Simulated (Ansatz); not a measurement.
BaIBr (Pnma), computed twice by G0W0.

```xyz
12
Lattice="8.8145 0.0000 0.0000 0.0000 5.1243 0.0000 0.0000 0.0000 10.1917" Properties=species:S:1:pos:R:3 pbc="T T T"
Ba    6.4242    1.2811    3.8233
Ba    2.3903    3.8432    6.3684
Ba    6.7975    3.8432    8.9191
Ba    2.0170    1.2811    1.2726
I     4.1570    1.2811    8.4772
I     4.6575    3.8432    1.7145
I     0.2502    3.8432    3.3814
I     8.5642    1.2811    6.8103
Br    7.5493    1.2811    0.6796
Br    1.2651    3.8432    9.5120
Br    5.6724    3.8432    5.7755
Br    3.1421    1.2811    4.4162
```

The cell and positions are those that the Materials Project relaxed with its own functionals (PBE, PBE+U or r2SCAN), kept fixed. Spin-orbit coupling is left out unless a run names it.

The first (Ansatz 0.2.0; start r2SCAN, 2×4×2 mesh, 1549 empty bands, screening to 130 eV, hard PAW files; 1 × NVIDIA GB200 (shared by 2 runs) with 16 threads of Arm Neoverse V2, shared host) gave, on its mesh: starting gap 3.99 eV, G0W0 gap 5.55 eV, RPA ε∞ (mean) 3.37, 1.9 min.

The second gave: starting gap 3.99 eV, G0W0 gap 5.64 eV, RPA ε∞ (mean) 3.37, 3.8 min.

**Question.** What was changed in the input? Choose among start, files, mesh, bands and cutoff, frequency model or another key.

Changed: empty bands from 1549 to 2956 and screening cutoff (eV) from 130.0 to 200.0. The starting gap stayed, which rules out the functional and points to the GW step. Other changes could give like numbers; this is the one that was made.

Limits: not at the basis limit; no spin-orbit coupling.

[Paths, hosts, dates, memory and timing lines, banners, echoed tables and standing remarks are left out of the program output.]

[Logs are printed without paths, hosts, clocks, repeated set-up lines and the standing remarks that a program may print on its own settings, such as how far it seeks lower states.]

[Runs of the session that timed out or met a known fault of the program may be left out.]

[Cells called generated may have been cut or substituted from an entry of the Crystallography Open Database or the Materials Project.]

[Hosts, paths, dates, database ids (printed as entryN), source tags and the programs' standing remarks are cut or masked in the printed files.]
